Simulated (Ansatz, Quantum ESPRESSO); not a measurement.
# KCdF3 (Pm-3m): Raman and infrared activity, part 3 of 3

Which lines does KCdF3 (Pm-3m) show in Raman and infrared spectra?

Quantum ESPRESSO 8.0 development, patched; DFT LDA, scalar-relativistic, plane waves, PseudoDojo norm-conserving pseudopotentials.

So far, lowest optical zone-centre mode (cm⁻¹): step 6 (zone-centre analysis) -61.7; step 7 (without ASR) -61.8.

## (10) A second program

A second program on the same cell, potentials, cutoff and meshes tests the implementation of the phonon response, not its convergence. Its field response is summed in its own way. Its k mesh is centred on Γ.

This step: DFT LDA, scalar-relativistic, plane waves, PseudoDojo norm-conserving pseudopotentials (Ansatz 0.2.0).

File input.yaml:

```yaml
crystal:
  lattice:
    - [4.3018915492, 0.0, 0.0]
    - [0.0, 4.3018915492, 0.0]
    - [0.0, 0.0, 4.3018915492]
  atoms:
    - { symbol: K, position: [0.0, 0.0, 0.0] }
    - { symbol: Cd, position: [0.5, 0.5, 0.5] }
    - { symbol: F, position: [0.0, 0.5, 0.5] }
    - { symbol: F, position: [0.5, 0.0, 0.5] }
    - { symbol: F, position: [0.5, 0.5, 0.0] }
kpoints:
  mp_grid: { grid: [4, 4, 4] }
hamiltonian:
  xc: lda
  pseudopotentials: { kind: nc, accuracy: standard }
scf:
  occupations: { method: fixed }
output:
  eigenvalues: true
basis:
  ecutwfc: 1278.935
phonons:
  method: dfpt
  dielectric: true
  rigid_motions: translations
  raman: true
```

Started as:

```bash
ansatz run input.yaml --threads 8 --pin off --max-ram 16384MiB --backend cpu --events-out ev --progress --plain --runs-dir out
```

What it wrote:

```text
Warning: basis.ecutwfc = 1278.935 eV is below the records' recommended 1387.780699 eV, and the density's cutoff is lower with it unless basis.ecutrho_ratio is high enough to keep the records' density cutoff: compare with a run at a higher cutoff
Engine: ansatz 0.2.0, aarch64-unknown-linux-gnu
Pseudopotentials: kind: nc
Pseudopotential: K, nc, valence charge 9, recommended cutoff 979.609905 eV (normal), K.nc.azcp (PseudoDojo's, or run here from an input of PseudoDojo's; its table is named by hamiltonian.pseudopotentials.accuracy)
Pseudopotential: Cd, nc, valence charge 20, recommended cutoff 1387.780699 eV (normal), Cd.nc.azcp (PseudoDojo's, or run here from an input of PseudoDojo's; its table is named by hamiltonian.pseudopotentials.accuracy)
Pseudopotential: F, nc, valence charge 7, recommended cutoff 1142.878222 eV (normal), F.nc.azcp (PseudoDojo's, or run here from an input of PseudoDojo's; its table is named by hamiltonian.pseudopotentials.accuracy)
Functional definition: SPW92
  exchange = slater_x
  correlation = pw_c
Crystal: 5 atoms, lattice volume = 79.612 Å³
Basis set: ecut = 1278.935 eV, 8289 PW (Γ), exchange–correlation on 108×108×108 points (8 copies of the dense FFT grid, shifted against one another)
Bands: 30, of which v1, the nominal top of the filled ones, is band 25 counted from 1 (24 counted from 0)
Symmetry: 48 space group operations
k-points: 30 of 64 (irreducible under 2 space group operations, time reversal used)
Non-local potential: K, projectors of the file, l = 0: 2, l = 1: 2, l = 2: 2
Non-local potential: Cd, projectors of the file, l = 0: 2, l = 1: 2, l = 2: 2
Non-local potential: F, projectors of the file, l = 0: 2, l = 1: 2, l = 2: 1
Initial density: superposition of atomic densities (chi_scale 0.1, normalization cell, long waves kept (reshape's long-wave potential 0.00 eV rms))
Initial wavefunctions: pseudopotential atomic-orbital guess
Functional: x = slater, c = lda
SCF iter   1: F=—  HF=-7604.922455 eV  |F-HF|=—  |Δ(HF+E_count)|=         —  Δρ=2.15e-1  dr2=2.97e1  ethr=3.10e-3  ⟨swp⟩=7.1  Hψ=4478  notcnv=0  defer=80
preconditioner: auto → Resta (q_TF=auto, 2.525 Å⁻¹)  ε∞=4.0  [insulator: Δε(μ)=1.160 eV  Ē_g=15.188 eV  n_scr=18 (ndim 8)  ℏωp=26.3 eV  f_vac=0.051  ε∞_Penn≈4.0]
SCF iter   2: F=—  HF=-7596.088735 eV  |F-HF|=—  |Δ(HF+E_count)|=    8.83e0  Δρ=5.78e-2  dr2=1.78e0  ethr=3.10e-3  ⟨swp⟩=4.8  Hψ=2744  notcnv=0  defer=70
SCF iter   3: F=—  HF=-7595.480656 eV  |F-HF|=—  |Δ(HF+E_count)|=   6.08e-1  Δρ=2.21e-2  dr2=3.96e-1  ethr=3.10e-3  ⟨swp⟩=3.5  Hψ=1749  notcnv=0  defer=69
SCF iter   4: F=—  HF=-7595.337164 eV  |F-HF|=—  |Δ(HF+E_count)|=   1.43e-1  Δρ=1.18e-2  dr2=1.30e-1  ethr=7.92e-4  ⟨swp⟩=3.4  Hψ=1941  notcnv=0  defer=80
SCF iter   5: F=—  HF=-7595.282065 eV  |F-HF|=—  |Δ(HF+E_count)|=   5.51e-2  Δρ=2.49e-3  dr2=7.88e-3  ethr=2.60e-4  ⟨swp⟩=3.0  Hψ=1888  notcnv=0  defer=81
SCF iter   6: F=—  HF=-7595.279190 eV  |F-HF|=—  |Δ(HF+E_count)|=   2.88e-3  Δρ=6.10e-4  dr2=2.74e-4  ethr=1.58e-5  ⟨swp⟩=3.9  Hψ=1760  notcnv=0  defer=84
SCF iter   7: F=—  HF=-7595.279143 eV  |F-HF|=—  |Δ(HF+E_count)|=   4.68e-5  Δρ=5.69e-5  dr2=3.62e-6  ethr=5.48e-7  ⟨swp⟩=2.6  Hψ=1736  notcnv=0  defer=80
SCF iter   8: F=—  HF=-7595.279559 eV  |F-HF|=—  |Δ(HF+E_count)|=   4.16e-4  Δρ=9.54e-6  dr2=1.02e-7  ethr=7.23e-9  ⟨swp⟩=2.3  Hψ=1495  notcnv=0  defer=80
SCF iter   9: F=—  HF=-7595.279559 eV  |F-HF|=—  |Δ(HF+E_count)|=   1.35e-8  Δρ=2.41e-6  dr2=5.98e-9  ethr=2.03e-10  ⟨swp⟩=2.5  Hψ=1675  notcnv=0  defer=80
SCF iter  10: F=—  HF=-7595.279559 eV  |F-HF|=—  |Δ(HF+E_count)|=   1.05e-9  Δρ=5.94e-7  dr2=1.98e-10  ethr=1.20e-11  ⟨swp⟩=2.2  Hψ=1619  notcnv=0  defer=80
SCF iter  11: F=-7595.279559 eV  HF=-7595.279559 eV  |F-HF|=4.55e-12  |Δ(HF+E_count)|=  1.70e-10  Δρ=1.52e-7  dr2=1.17e-11  ethr=1.00e-12  ⟨swp⟩=17.6  Hψ=7562  notcnv=0
SCF 1 converged in 11 iterations: F = -7595.279559 eV  dr2 = 1.17e-11
DFPT response loops at Γ: preconditioner auto → none (the input reference at scf.mixing.eps_inf says where Resta's filter doesn't serve); β = 0.50; Broyden in place of MSR1
── the response to a field inside a basis, on 6×6×6 k-points: an SCF that follows is theirs, and a resumed run solves both again ──
Bands: 26, of which v1, the nominal top of the filled ones, is band 25 counted from 1 (24 counted from 0)
k-points: 10 of 216
Initial density: handed on by an earlier stage of this run
Initial wavefunctions: pseudopotential atomic-orbital guess (no wavefunctions were taken with the density)
Eigensolver: Dense (10 Hₖ)
SCF iter   1: F=—  HF=-7595.251115 eV  |F-HF|=—  |Δ(HF+E_count)|=         —  Δρ=4.13e-4  dr2=1.40e-5  ethr=1.00e-1
preconditioner: auto → Resta (q_TF=auto, 2.525 Å⁻¹)  ε∞=4.8  [insulator: Δε(μ)=3.381 eV  Ē_g=13.809 eV  n_scr=18 (ndim 8)  ℏωp=27.0 eV  f_vac=0.115  ε∞_Penn≈4.8]
SCF iter   2: F=—  HF=-7595.251119 eV  |F-HF|=—  |Δ(HF+E_count)|=   4.42e-6  Δρ=2.00e-4  dr2=2.94e-6  ethr=2.80e-8
SCF iter   3: F=—  HF=-7595.251121 eV  |F-HF|=—  |Δ(HF+E_count)|=   2.32e-6  Δρ=3.40e-5  dr2=1.54e-7  ethr=5.88e-9
SCF iter   4: F=—  HF=-7595.251121 eV  |F-HF|=—  |Δ(HF+E_count)|=   6.17e-8  Δρ=5.14e-6  dr2=1.51e-8  ethr=3.08e-10
SCF iter   5: F=—  HF=-7595.251121 eV  |F-HF|=—  |Δ(HF+E_count)|=   3.05e-9  Δρ=2.56e-6  dr2=1.84e-9  ethr=3.01e-11
SCF iter   6: F=—  HF=-7595.251121 eV  |F-HF|=—  |Δ(HF+E_count)|=  1.64e-11  Δρ=2.64e-7  dr2=1.11e-10  ethr=3.69e-12
SCF iter   7: F=-7595.251121 eV  HF=-7595.251121 eV  |F-HF|=9.09e-13  |Δ(HF+E_count)|=  3.27e-11  Δρ=6.50e-8  dr2=6.76e-12  ethr=1.00e-12
SCF 1 converged in 7 iterations: F = -7595.251121 eV  dr2 = 6.76e-12
DFPT response loops at Γ: mixed as the last ones told, above
DFPT response loops at Γ: mixed as the last ones told, above
SCF converged after 11 iterations
Free energy (F): -7595.279559 eV
Harris-Foulkes:  -7595.279559 eV  (|F-HF|=4.55e-12)
Internal energy: -7595.279559 eV  (E = F + TS)
E sigma→0 (E₀):  -7595.279559 eV
Fermi energy:    4.593478 eV
--- Per-component energies (eV) ---
  E_band       = -673.787295
  E_kinetic    = 3276.420628
  E_local      = -7981.808891  (includes V_loc(G=0)·N_el)
  E_nonlocal   = -2.509952
  E_hartree    = 2635.298456
  E_xc         = -1267.351145
  E_vxc        = -1236.485947  (∫ρ·V_xc dr)
  E_ewald      = -4255.328655
  E_smearing   = -0.000000  (= −TS)
  E_closure    = 0.000000  (closes the sum)
  Σ components = -7595.279559   (vs F -7595.279559, Δ=0.00e0)
--- Band table (eV; the first three rows and the last of 30) ---
  k-point 0: bands = [... 21 lower, 2.3678, 2.4430, 2.4430, 2.4430, 7.4371, 12.3759, 12.3759, 13.0691, ... 1 higher]
  k-point 1: bands = [... 21 lower, 2.3769, 2.4848, 2.5406, 2.5406, 8.4641, 12.3172, 12.7523, 13.5932, ... 1 higher]
  k-point 2: bands = [... 21 lower, 2.3555, 2.6725, 2.6725, 2.7653, 10.1591, 11.2321, 13.1620, 14.3186, ... 1 higher]
  k-point 29: bands = [... 21 lower, 2.8363, 2.8363, 4.5935, 4.5935, 11.9825, 11.9825, 11.9825, 13.5717, ... 1 higher]
--- Phonons (Γ-DFPT): 4 representative perturbations + reference, on 30 of 64 k-points (Σ response iterations 13) ---
  k mesh reduced under 2 symmetry operations, with k and −k counted as one. Each operation leaves every solved perturbation unchanged. A smaller set is not considered because the run solves the response to a homogeneous field
  ASR residual: 3.283e-4 → 0.000e0 eV/Å²; symmetrization residual: 1.168e-5 eV/Å²
  ASR residual per site (eV/Å²): 1.14e-4 7.36e-5 3.28e-4 3.28e-4 3.28e-4
  Γ frequencies (cm⁻¹): -61.50 -61.50 -61.50 -49.31 -49.31 -49.31 0.00 0.00 0.00 117.72 117.72 117.72 474.58 474.58 474.58
  ε∞ (high-frequency dielectric tensor):
        2.406366    -0.000000     0.000000
       -0.000000     2.406366     0.000000
        0.000000     0.000000     2.406366
  softest optical mode at Γ: -61.50 cm⁻¹; the repairs (sum rule, projections) moved no ω² at Γ by more than (2.68 cm⁻¹)²
  Born effective charges Z* (e; rows j = field, columns β = displacement):
    site 0:
         1.19965    0.00000    0.00000
         0.00000    1.19965    0.00000
        -0.00000    0.00000    1.19965
    site 1:
         2.29729    0.00000   -0.00000
        -0.00000    2.29729    0.00000
         0.00000    0.00000    2.29729
    site 2:
        -1.75352    0.00000    0.00000
        -0.00000   -0.87171    0.00000
        -0.00000    0.00000   -0.87171
    site 3:
        -0.87171   -0.00000    0.00000
        -0.00000   -1.75352    0.00000
        -0.00000    0.00000   -0.87171
    site 4:
        -0.87171   -0.00000    0.00000
         0.00000   -0.87171    0.00000
         0.00000    0.00000   -1.75352
  Z* charge neutrality: 8.241e-4 e pre-enforcement
  solved inside a basis spanned on kpoints, on 6×6×6 k-points: ε∞ is read to err by 4.6e-3, Z* by 2.3e-2 e (field_mesh: kpoints solves on kpoints); Z* is corrected for what the basis lacks
  Raman tensors (in the event stream and the table raman_tensors.tsv): an entry may err by 9.2e-4 Å², one of the second-order susceptibility by 4.2e-20 pm/V (basis, points and sum rule); their sum over the sites missed zero by 2.343e-20 Å² ahead of its enforcement
  optical modes at Γ without the LO–TO term, one row a degenerate level:
      ω (cm⁻¹)  modes    IR ((D/Å)²/amu)  static Raman (Å⁴/amu)  depolarisation
        -61.50      3             8.6033                 0.0000               —
        -49.31      3             0.0000                 0.0000               —
        117.72      3             1.6433                 0.0000               —
        474.58      3            12.2886                 0.0000               —
  optical modes at Γ + LO–TO along q̂ = [1.0000, 0.0000, 0.0000]:
      ω (cm⁻¹)  modes    IR ((D/Å)²/amu)  static Raman (Å⁴/amu)  depolarisation
        -61.50      2             5.7355                 0.0000               —
        -49.31      3             0.0000                 0.0000               —
         95.23      1             0.1952                 0.0000               —
        117.72      2             1.0955                 0.0000               —
        178.41      1             1.9841                 0.0000               —
        474.58      2             8.1924                 0.0000               —
        527.29      1             5.3325                 0.0000               —
  optical modes at Γ + LO–TO along q̂ = [0.0000, 1.0000, 0.0000]:
      ω (cm⁻¹)  modes    IR ((D/Å)²/amu)  static Raman (Å⁴/amu)  depolarisation
        -61.50      2             5.7355                 0.0000               —
        -49.31      3             0.0000                 0.0000               —
         95.23      1             0.1952                 0.0000               —
        117.72      2             1.0955                 0.0000               —
        178.41      1             1.9841                 0.0000               —
        474.58      2             8.1924                 0.0000               —
        527.29      1             5.3325                 0.0000               —
  optical modes at Γ + LO–TO along q̂ = [0.0000, 0.0000, 1.0000]:
      ω (cm⁻¹)  modes    IR ((D/Å)²/amu)  static Raman (Å⁴/amu)  depolarisation
        -61.50      2             5.7355                 0.0000               —
        -49.31      3             0.0000                 0.0000               —
         95.23      1             0.1952                 0.0000               —
        117.72      2             1.0955                 0.0000               —
        178.41      1             1.9841                 0.0000               —
        474.58      2             8.1924                 0.0000               —
        527.29      1             5.3325                 0.0000               —
```

It took 2 min on 8 threads of Arm Neoverse V2, shared host; peak memory 3.2 GiB; 14 min of CPU time.

This step gave:

- sum-rule residual before enforcement: 3.28e-4 eV/Å²
- miss of the charge sum rule: 8.24e-4 e
- estimated error of the dielectric tensor: 0.004557
- estimated error of the Born charges: 0.02258 e
- lowest optical zone-centre mode: -61.5 cm⁻¹
- mean high-frequency dielectric constant: 2.406

Transverse modes; imaginary modes left out. Lines of the infrared spectrum (strongest = 100):

| position (cm⁻¹) | label | IR intensity ((D/Å)²/amu), degenerate modes summed, relative |
| --- | --- | --- |
| 118 | T1u | 13 |
| 475 | T1u | 100 |

## (11) Side by side: QE PseudoDojo and Ansatz, PseudoDojo

Numbers from this step:

```yaml
root_mean_square_difference: 0.25 cm⁻¹
largest_difference: 0.4 cm⁻¹
```

The 12 of 12 modes that differ most. Frequencies side by side:

| q (reciprocal lattice) | mode | QE PseudoDojo (cm⁻¹) | Ansatz, PseudoDojo (cm⁻¹) |
| --- | --- | --- | --- |
| 0 0 0 | 1 | -61.73 | -61.5 |
| 0 0 0 | 2 | -61.73 | -61.5 |
| 0 0 0 | 3 | -61.73 | -61.5 |
| 0 0 0 | 4 | -49.71 | -49.31 |
| 0 0 0 | 5 | -49.71 | -49.31 |
| 0 0 0 | 6 | -49.71 | -49.31 |
| 0 0 0 | 10 | 117.5 | 117.7 |
| 0 0 0 | 11 | 117.5 | 117.7 |
| 0 0 0 | 12 | 117.5 | 117.7 |
| 0 0 0 | 13 | 474.6 | 474.6 |
| 0 0 0 | 14 | 474.6 | 474.6 |
| 0 0 0 | 15 | 474.6 | 474.6 |

The two runs side by side. Further quantities:

| quantity | QE PseudoDojo | Ansatz, PseudoDojo |
| --- | --- | --- |
| mean ε∞ | 2.407 | 2.406 |
| largest Born charge in size (e; the first before, the second after the charge sum rule) | 2.297 | 2.297 |
| summed IR intensity ((D/Å)²/amu) | 22.55 | 22.54 |

At the zone centre the largest difference (acoustic modes at Γ apart) is 0.08 % of the highest mode.

## (12) Results

| Item | Value |
| --- | --- |
| space group after relaxation | Pm-3m |
| volume per atom | 15.9 Å³ |
| gap on the k-mesh | 2.84 eV |
| highest optical zone-centre mode (no LO-TO term) | 474.6 cm⁻¹ |
| lowest optical zone-centre mode | -61.7 cm⁻¹ |
| highest mode moved by the LO-TO term | 527.3 cm⁻¹ |
| mean high-frequency dielectric constant | 2.41 |
| largest Born charge in size (third of the trace) | 2.30 e |
| imaginary optical modes at the zone centre (no q mesh in this session) | yes |
| largest difference from Ansatz, PseudoDojo | 0.4 cm⁻¹ |

**Reading.** No mode is Raman active in this structure; the strongest infrared line lies at 475 cm⁻¹. At the LDA level the optical modes of KCdF3 (Pm-3m) at the zone centre (no LO-TO term) run from 62i to 475 cm⁻¹, so the structure is a saddle point, with 6 modes beyond 10i cm⁻¹ there. Along the directions run, the highest mode that the macroscopic field moves lies at 527 cm⁻¹. Of the 12 optical modes, 9 are infrared active alone and 3 are silent. QE PseudoDojo and Ansatz, PseudoDojo agree to 0.40 cm⁻¹ (0.08 % of the highest mode compared) on all solved modes but the acoustic ones at Γ, without the LO-TO term. These are harmonic frequencies at zero temperature: anharmonic shifts and linewidths and thermal expansion are left out. The relaxation ran at 94 Ry, under the 102 Ry recommended for these files; the stress of so short a basis can leave the cell about one per cent too small. Ansatz warns that the cutoff lies 8 % under the one recommended for these files; agreement at one cutoff is not convergence. The build is a development version in which the Raman tensors of release 7.5 are mended; dynmat.x leaves out the electro-optic term of LO lines. The structure comes from a database and need not be the phase that is stable at ambient conditions.

[Host names and launcher messages were left out of these logs when they were recorded.]

[Logs are printed without paths, hosts, clocks, repeated set-up lines and the standing remarks that a program may print on its own settings, such as how far it seeks lower states.]

[Hosts, paths, dates, database ids (printed as entryN), source tags and the programs' standing remarks are cut or masked in the printed files.]
